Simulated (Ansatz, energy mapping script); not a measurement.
# Spin model of CrO2 from collinear orders, part 2 of 2

Wanted: the magnetic order of CrO2, its couplings and an estimate of its ordering temperature, by PBE+U+V (3.5 eV).

PBE with U = 3.5 eV on Cr d and V = 0.5 eV between Cr d and O p, ortho-atomic projectors; plane waves, U on orthogonalised atomic orbitals unless named otherwise, collinear spin, no spin–orbit coupling.

So far. Step 4 (Compensated +−+− start in cell A (12 atoms)): The run ends antiferromagnetic, 180.23 meV a magnetic atom above the parallel order of its cell, a difference that unlike orbital or electronic states can set, not exchange alone (energies taken at zero occupation width, not the printed F).

**6. Parallel start in cell B (6 atoms)**

A new cell needs its own zero of energy.

Input file input.yaml:

```yaml
crystal:
  lattice:
    - [0.0, 0.0, 2.917]
    - [4.421, 0.0, 0.0]
    - [0.0, 4.421, 0.0]
  atoms:
    - { symbol: Cr, position: [0.0, 0.0, 0.0], spin: 3.0 }
    - { symbol: Cr, position: [0.5, 0.5, 0.5], spin: 3.0 }
    - { symbol: O, position: [0.0, 0.301, 0.301] }
    - { symbol: O, position: [0.5, 0.199, 0.801] }
    - { symbol: O, position: [0.0, 0.699, 0.699] }
    - { symbol: O, position: [0.5, 0.801, 0.199] }
magnetization:
  spin_polarized: true
kpoints:
  mp_grid: { grid: [12, 8, 8] }
hamiltonian:
  xc: pbe
  hubbard:
    sites:
      - { species: Cr, l: d, u_eff: 3.5 }
      - { species: O, l: p, u_eff: 0.0 }
      - { site: 0, l: d, u_eff: 3.5, starting_ns: [{ spin: up, occupation_matrix: cr1_major }, { spin: down, occupation_matrix: cr1_minor }] }
      - { site: 1, l: d, u_eff: 3.5, starting_ns: [{ spin: up, occupation_matrix: cr2_major }, { spin: down, occupation_matrix: cr2_minor }] }
    v: [{ species: [Cr, O], l: [d, p], v: 0.5, r_cut: 2.641 }]
    projectors: ortho-atomic
    occupation_matrices:
      cr1_major:
        matrix:
          - [0.807, 0.0, 0.0, 0.0, 0.257]
          - [0.0, 0.64, 0.247, 0.0, 0.0]
          - [0.0, 0.247, 0.64, 0.0, 0.0]
          - [0.0, 0.0, 0.0, 0.648, 0.0]
          - [0.257, 0.0, 0.0, 0.0, 0.596]
      cr1_minor:
        matrix:
          - [0.152, 0.0, 0.0, 0.0, -0.093]
          - [0.0, 0.212, -0.085, 0.0, 0.0]
          - [0.0, -0.085, 0.212, 0.0, 0.0]
          - [0.0, 0.0, 0.0, 0.145, 0.0]
          - [-0.093, 0.0, 0.0, 0.0, 0.24]
      cr2_major:
        matrix:
          - [0.807, 0.0, 0.0, 0.0, -0.257]
          - [0.0, 0.64, -0.247, 0.0, 0.0]
          - [0.0, -0.247, 0.64, 0.0, 0.0]
          - [0.0, 0.0, 0.0, 0.648, 0.0]
          - [-0.257, 0.0, 0.0, 0.0, 0.596]
      cr2_minor:
        matrix:
          - [0.152, 0.0, 0.0, 0.0, 0.093]
          - [0.0, 0.212, 0.085, 0.0, 0.0]
          - [0.0, 0.085, 0.212, 0.0, 0.0]
          - [0.0, 0.0, 0.0, 0.145, 0.0]
          - [0.093, 0.0, 0.0, 0.0, 0.24]
scf:
  occupations: { method: fermi_dirac, width: 0.05 }
output:
  eigenvalues: true
```

The run is started by

```sh
ansatz run input.yaml --threads 4 --pin off --max-ram 14336MiB --backend cpu --events-out ev --progress --plain --runs-dir out
```

Numbers of over 12 decimals in the logs are rounded to 6 here.

The program printed:

```text
[...]
Crystal: 6 atoms, lattice volume = 57.013 Å³
Basis set: ecut = 420 eV, 1121 PW (Γ)
Bands: 35, of which v1, the nominal top of the filled ones, is band 26 counted from 1 (25 counted from 0)
Symmetry: 16 space group operations
[...]
k-points: 105 of 768
[...]
Starting moments: Σ|m| = 6 μB on 2 of 6 sites
[...]
k-point 0 ↑: bands = [... 22 lower, 8.3138, 8.4090, 8.8695, 9.2616, 9.7448, 9.7448, 10.3557, 11.9904, ... 5 higher]
  k-point 1 ↑: bands = [... 22 lower, 8.4700, 8.5570, 8.6990, 9.4462, 9.6183, 9.8430, 10.3012, 11.9169, ... 5 higher]
  k-point 2 ↑: bands = [... 22 lower, 8.5954, 8.6142, 9.0011, 9.4108, 9.7119, 9.9105, 10.3072, 11.7046, ... 5 higher]
  k-point 104 ↓: bands = [... 22 lower, 9.1013, 9.1013, 13.3405, 13.3405, 14.1012, 14.1012, 14.4445, 14.4445, ... 5 higher]
Occupation matrices written to <dir>
[key lines of the parts left out:]
SCF converged after 12 iterations
Magnetization: 4.0000 μB (28.0000 up, 24.0000 down)
Free energy (F): -9022.175916 eV
Fermi energy:    10.494990 eV
```

The job ended after 15 s (4 threads of Arm Neoverse V1, shared host; peak memory 0.62 GiB).

The run ends ferromagnetic. For each magnetic atom its energy differs from the parallel run of the first cell by 0.00 meV, an error that one common reference would have brought in.

**7. Run 5 (compensated +−; cell B, 6 atoms)**

This order reverses 0 of the 2 neighbours at 2.92 Å, 8 of the 8 neighbours at 3.45 Å and 0 of the 4 neighbours at 4.42 Å, counted for an average magnetic atom.

input.yaml, as its differences from that of step 6:

```diff
@@ -7,3 +7,3 @@
     - { symbol: Cr, position: [0.0, 0.0, 0.0], spin: 3.0 }
-    - { symbol: Cr, position: [0.5, 0.5, 0.5], spin: 3.0 }
+    - { symbol: Cr, position: [0.5, 0.5, 0.5], spin: -3.0 }
     - { symbol: O, position: [0.0, 0.301, 0.301] }
@@ -23,3 +23,3 @@
       - { site: 0, l: d, u_eff: 3.5, starting_ns: [{ spin: up, occupation_matrix: cr1_major }, { spin: down, occupation_matrix: cr1_minor }] }
-      - { site: 1, l: d, u_eff: 3.5, starting_ns: [{ spin: up, occupation_matrix: cr2_major }, { spin: down, occupation_matrix: cr2_minor }] }
+      - { site: 1, l: d, u_eff: 3.5, starting_ns: [{ spin: up, occupation_matrix: cr2_minor }, { spin: down, occupation_matrix: cr2_major }] }
     v: [{ species: [Cr, O], l: [d, p], v: 0.5, r_cut: 2.641 }]
```

The program printed:

```text
[...]
Crystal: 6 atoms, lattice volume = 57.013 Å³
Basis set: ecut = 420 eV, 1121 PW (Γ)
Bands: 35, of which v1, the nominal top of the filled ones, is band 26 counted from 1 (25 counted from 0)
Symmetry: 8 space group operations
[...]
k-points: 147 of 768
[...]
Starting moments: Σ|m| = 6 μB on 2 of 6 sites
[...]
k-point 1 ↑: bands = [... 22 lower, 9.2353, 9.2361, 9.4393, 10.0254, 10.9024, 12.4982, 13.0070, 13.3564, ... 5 higher]
  k-point 2 ↑: bands = [... 22 lower, 8.6890, 9.1937, 9.3461, 9.8260, 11.2165, 13.0214, 13.3028, 13.3038, ... 5 higher]
  k-point 146 ↓: bands = [... 22 lower, 8.5771, 8.8332, 9.3604, 10.0004, 11.0155, 12.4300, 13.9602, 13.9761, ... 5 higher]
Occupation matrices written to <dir>
[key lines of the parts left out:]
SCF converged after 16 iterations
Magnetization: 0.0000 μB (26.0000 up, 26.0000 down)
Free energy (F): -9021.696824 eV
Fermi energy:    10.598209 eV
```

The job ended after 26 s (4 threads; peak memory 0.81 GiB).

The run ends antiferromagnetic, 239.32 meV a magnetic atom above the parallel order of its cell, a difference that unlike orbital or electronic states can set, not exchange alone (energies taken at zero occupation width, not the printed F).

**8. Order 6: parallel, cell C of 12 atoms**

A new cell needs its own zero of energy.

input.yaml, as its differences from that of step 7:

```diff
@@ -2,12 +2,18 @@
   lattice:
-    - [0.0, 0.0, 2.917]
-    - [4.421, 0.0, 0.0]
-    - [0.0, 4.421, 0.0]
+    - [0.0, -4.421, -2.917]
+    - [0.0, 4.421, -2.917]
+    - [4.421, 0.0, 2.917]
   atoms:
+    - { symbol: Cr, position: [0.5, 0.5, 0.0], spin: 3.0 }
     - { symbol: Cr, position: [0.0, 0.0, 0.0], spin: 3.0 }
-    - { symbol: Cr, position: [0.5, 0.5, 0.5], spin: -3.0 }
+    - { symbol: Cr, position: [0.25, 0.75, 0.5], spin: 3.0 }
+    - { symbol: Cr, position: [0.75, 0.25, 0.5], spin: 3.0 }
+    - { symbol: O, position: [0.5, 0.801, 0.301] }
     - { symbol: O, position: [0.0, 0.301, 0.301] }
-    - { symbol: O, position: [0.5, 0.199, 0.801] }
+    - { symbol: O, position: [0.949, 0.75, 0.199] }
+    - { symbol: O, position: [0.449, 0.25, 0.199] }
+    - { symbol: O, position: [0.5, 0.199, 0.699] }
     - { symbol: O, position: [0.0, 0.699, 0.699] }
-    - { symbol: O, position: [0.5, 0.801, 0.199] }
+    - { symbol: O, position: [0.551, 0.75, 0.801] }
+    - { symbol: O, position: [0.051, 0.25, 0.801] }
 magnetization:
@@ -15,3 +21,3 @@
 kpoints:
-  mp_grid: { grid: [12, 8, 8] }
+  mp_grid: { grid: [9, 9, 9] }
 hamiltonian:
@@ -23,3 +29,5 @@
       - { site: 0, l: d, u_eff: 3.5, starting_ns: [{ spin: up, occupation_matrix: cr1_major }, { spin: down, occupation_matrix: cr1_minor }] }
-      - { site: 1, l: d, u_eff: 3.5, starting_ns: [{ spin: up, occupation_matrix: cr2_minor }, { spin: down, occupation_matrix: cr2_major }] }
+      - { site: 1, l: d, u_eff: 3.5, starting_ns: [{ spin: up, occupation_matrix: cr1_major }, { spin: down, occupation_matrix: cr1_minor }] }
+      - { site: 2, l: d, u_eff: 3.5, starting_ns: [{ spin: up, occupation_matrix: cr2_major }, { spin: down, occupation_matrix: cr2_minor }] }
+      - { site: 3, l: d, u_eff: 3.5, starting_ns: [{ spin: up, occupation_matrix: cr2_major }, { spin: down, occupation_matrix: cr2_minor }] }
     v: [{ species: [Cr, O], l: [d, p], v: 0.5, r_cut: 2.641 }]
```

The program printed:

```text
[...]
Crystal: 12 atoms, lattice volume = 114.027 Å³
Basis set: ecut = 420 eV, 2209 PW (Γ)
Bands: 70, of which v1, the nominal top of the filled ones, is band 52 counted from 1 (51 counted from 0)
Symmetry: 32 space group operations
[...]
k-points: 75 of 729
[...]
Starting moments: Σ|m| = 12 μB on 4 of 12 sites
[...]
k-point 1 ↑: bands = [... 48 lower, 8.7245, 8.9093, 8.9093, 9.4154, 9.6414, 9.8247, 10.0188, 10.0188, ... 14 higher]
  k-point 2 ↑: bands = [... 48 lower, 8.8503, 8.8503, 8.9014, 9.4517, 9.6150, 9.6150, 9.6620, 9.9250, ... 14 higher]
  k-point 74 ↓: bands = [... 48 lower, 12.9726, 13.0580, 13.4447, 13.5117, 13.5613, 13.6215, 14.2398, 14.2837, ... 14 higher]
Occupation matrices written to <dir>
[key lines of the parts left out:]
SCF converged after 14 iterations
Magnetization: 8.0000 μB (56.0000 up, 48.0000 down)
Free energy (F): -18044.352183 eV
Fermi energy:    10.491262 eV
```

Run time: 59 s. Hardware: 4 threads; peak memory 1.3 GiB.

The run ends ferromagnetic. For each magnetic atom its energy differs from the parallel run of the first cell by -0.05 meV, an error that one common reference would have brought in.

**9. Compensated +−+− start in cell C (12 atoms)**

This order reverses 2 of the 2 neighbours at 2.92 Å, 4 of the 8 neighbours at 3.45 Å and 4 of the 4 neighbours at 4.42 Å, counted for an average magnetic atom.

input.yaml, as its differences from that of step 8:

```diff
@@ -7,5 +7,5 @@
     - { symbol: Cr, position: [0.5, 0.5, 0.0], spin: 3.0 }
-    - { symbol: Cr, position: [0.0, 0.0, 0.0], spin: 3.0 }
+    - { symbol: Cr, position: [0.0, 0.0, 0.0], spin: -3.0 }
     - { symbol: Cr, position: [0.25, 0.75, 0.5], spin: 3.0 }
-    - { symbol: Cr, position: [0.75, 0.25, 0.5], spin: 3.0 }
+    - { symbol: Cr, position: [0.75, 0.25, 0.5], spin: -3.0 }
     - { symbol: O, position: [0.5, 0.801, 0.301] }
@@ -29,5 +29,5 @@
       - { site: 0, l: d, u_eff: 3.5, starting_ns: [{ spin: up, occupation_matrix: cr1_major }, { spin: down, occupation_matrix: cr1_minor }] }
-      - { site: 1, l: d, u_eff: 3.5, starting_ns: [{ spin: up, occupation_matrix: cr1_major }, { spin: down, occupation_matrix: cr1_minor }] }
+      - { site: 1, l: d, u_eff: 3.5, starting_ns: [{ spin: up, occupation_matrix: cr1_minor }, { spin: down, occupation_matrix: cr1_major }] }
       - { site: 2, l: d, u_eff: 3.5, starting_ns: [{ spin: up, occupation_matrix: cr2_major }, { spin: down, occupation_matrix: cr2_minor }] }
-      - { site: 3, l: d, u_eff: 3.5, starting_ns: [{ spin: up, occupation_matrix: cr2_major }, { spin: down, occupation_matrix: cr2_minor }] }
+      - { site: 3, l: d, u_eff: 3.5, starting_ns: [{ spin: up, occupation_matrix: cr2_minor }, { spin: down, occupation_matrix: cr2_major }] }
     v: [{ species: [Cr, O], l: [d, p], v: 0.5, r_cut: 2.641 }]
```

The program printed:

```text
[...]
Crystal: 12 atoms, lattice volume = 114.027 Å³
Basis set: ecut = 420 eV, 2209 PW (Γ)
Bands: 70, of which v1, the nominal top of the filled ones, is band 52 counted from 1 (51 counted from 0)
Symmetry: 8 space group operations
[...]
k-points: 75 of 729 (time reversal used)
[...]
Starting moments: Σ|m| = 12 μB on 4 of 12 sites
[...]
k-point 1 ↑: bands = [... 48 lower, 9.4140, 9.5706, 9.5757, 10.0363, 10.4153, 11.2746, 12.5840, 12.7762, ... 14 higher]
  k-point 2 ↑: bands = [... 48 lower, 9.2418, 9.4393, 9.5596, 9.8777, 10.6709, 11.2464, 12.6511, 13.0564, ... 14 higher]
  k-point 74 ↓: bands = [... 48 lower, 8.7075, 8.7262, 9.6216, 9.7104, 11.4037, 11.4171, 12.9052, 12.9403, ... 14 higher]
Occupation matrices written to <dir>
[key lines of the parts left out:]
SCF converged after 17 iterations
Magnetization: -0.0000 μB (52.0000 up, 52.0000 down)
Free energy (F): -18043.664694 eV
Fermi energy:    10.218373 eV
```

Run time: 75 s. Hardware: 4 threads; peak memory 1.2 GiB; 5 min of CPU time.

The run ends antiferromagnetic, 170.53 meV a magnetic atom above the parallel order of its cell, a difference that unlike orbital or electronic states can set, not exchange alone.

**10. Uncompensated +++− start in cell C (12 atoms)**

This order reverses 1 of the 2 neighbours at 2.92 Å, 4 of the 8 neighbours at 3.45 Å and 2 of the 4 neighbours at 4.42 Å, counted for an average magnetic atom.

input.yaml, as its differences from that of step 9:

```diff
@@ -7,3 +7,3 @@
     - { symbol: Cr, position: [0.5, 0.5, 0.0], spin: 3.0 }
-    - { symbol: Cr, position: [0.0, 0.0, 0.0], spin: -3.0 }
+    - { symbol: Cr, position: [0.0, 0.0, 0.0], spin: 3.0 }
     - { symbol: Cr, position: [0.25, 0.75, 0.5], spin: 3.0 }
@@ -29,3 +29,3 @@
       - { site: 0, l: d, u_eff: 3.5, starting_ns: [{ spin: up, occupation_matrix: cr1_major }, { spin: down, occupation_matrix: cr1_minor }] }
-      - { site: 1, l: d, u_eff: 3.5, starting_ns: [{ spin: up, occupation_matrix: cr1_minor }, { spin: down, occupation_matrix: cr1_major }] }
+      - { site: 1, l: d, u_eff: 3.5, starting_ns: [{ spin: up, occupation_matrix: cr1_major }, { spin: down, occupation_matrix: cr1_minor }] }
       - { site: 2, l: d, u_eff: 3.5, starting_ns: [{ spin: up, occupation_matrix: cr2_major }, { spin: down, occupation_matrix: cr2_minor }] }
```

The program printed:

```text
[...]
Crystal: 12 atoms, lattice volume = 114.027 Å³
Basis set: ecut = 420 eV, 2209 PW (Γ)
Bands: 70, of which v1, the nominal top of the filled ones, is band 52 counted from 1 (51 counted from 0)
Symmetry: 8 space group operations
[...]
k-points: 125 of 729
[...]
Starting moments: Σ|m| = 12 μB on 4 of 12 sites
[...]
k-point 1 ↑: bands = [... 48 lower, 9.1966, 9.2999, 9.5820, 9.7010, 9.8526, 10.1402, 10.3011, 10.7136, ... 14 higher]
  k-point 2 ↑: bands = [... 48 lower, 8.8841, 9.3346, 9.3807, 9.6322, 9.6415, 10.0006, 10.5214, 10.7840, ... 14 higher]
  k-point 124 ↓: bands = [... 48 lower, 8.6330, 9.5444, 11.7647, 12.4925, 13.1692, 13.2454, 13.4138, 13.9518, ... 14 higher]
Occupation matrices written to <dir>
[key lines of the parts left out:]
SCF converged after 21 iterations
Magnetization: 4.0000 μB (54.0000 up, 50.0000 down)
Free energy (F): -18043.797987 eV
Fermi energy:    10.425478 eV
```

Elapsed: 2.4 min, on 4 threads; peak memory 2 GiB; 9.5 min of CPU time.

The run ends ferrimagnetic, 138.06 meV a magnetic atom above the parallel order of its cell, a difference that unlike orbital or electronic states can set, not exchange alone (energies taken at zero occupation width, not the printed F).

**11. From energies to couplings**

Each energy difference is a sum of couplings weighted by the pairs that the order reverses. A few near shells are fitted to the differences by least squares. Energies are those extrapolated to zero occupation width, not the free energies F.

The orders side by side; each is measured from the parallel order in the same cell and on the same mesh:

| order | atoms | energy (meV a magnetic atom) | moments (μB) | moments kept as typed | opposed neighbours at 2.92, 3.45, 4.42 Å |
| --- | --- | --- | --- | --- | --- |
| parallel in cell A | 12 | 0.00 | 1.92 | yes | 0, 0, 0 |
| compensated +−+− in cell A | 12 | 180.23 | 1.73 | yes | 2, 4, 0 |
| uncompensated +++− in cell A | 12 | 134.13 | 1.53 to 1.91 | yes | 1, 4, 0 |
| parallel in cell B | 6 | 0.00 | 1.92 | yes | 0, 0, 0 |
| compensated +− in cell B | 6 | 239.32 | 1.65 | yes | 0, 8, 0 |
| parallel in cell C | 12 | 0.00 | 1.93 | yes | 0, 0, 0 |
| compensated +−+− in cell C | 12 | 170.53 | 1.74 | yes | 2, 4, 4 |
| uncompensated +++− in cell C | 12 | 138.06 | 1.54 to 1.90 | yes | 1, 4, 2 |

Fitted to E = −Σ J e·e over ordered pairs of unit vectors (J > 0 favours parallel moments):

| pair | distance (Å) | neighbours | J (meV) |
| --- | --- | --- | --- |
| Cr–Cr | 2.92 | 2 | 14.2 |
| Cr–Cr | 3.45 | 8 | 14.7 |
| Cr–Cr | 4.42 | 4 | -0.773 |

**12. What came out**

* couplings: not to be trusted

Between the runs the occupations of the corrected shell change by more than 0.2 electrons in one orbital, or the parallel runs differ in their moments. Whether a run was caught in another orbital state or the shell answers to the reversal itself, the energy differences hold more than the exchange of fixed moments, so a Heisenberg reading is in doubt.

[Logs and program files are shortened in this print: banners, set-up blocks, solver, clock and traceback lines can be left out without a mark of their own.]

[Logs are printed without paths, hosts, clocks, repeated set-up lines and the standing remarks that a program may print on its own settings, such as how far it seeks lower states.]

[Hosts, paths, dates, database ids (printed as entryN), source tags and the programs' standing remarks are cut or masked in the printed files.]

[Where a cell is said to come from a database of computed structures, the database is the Materials Project.]
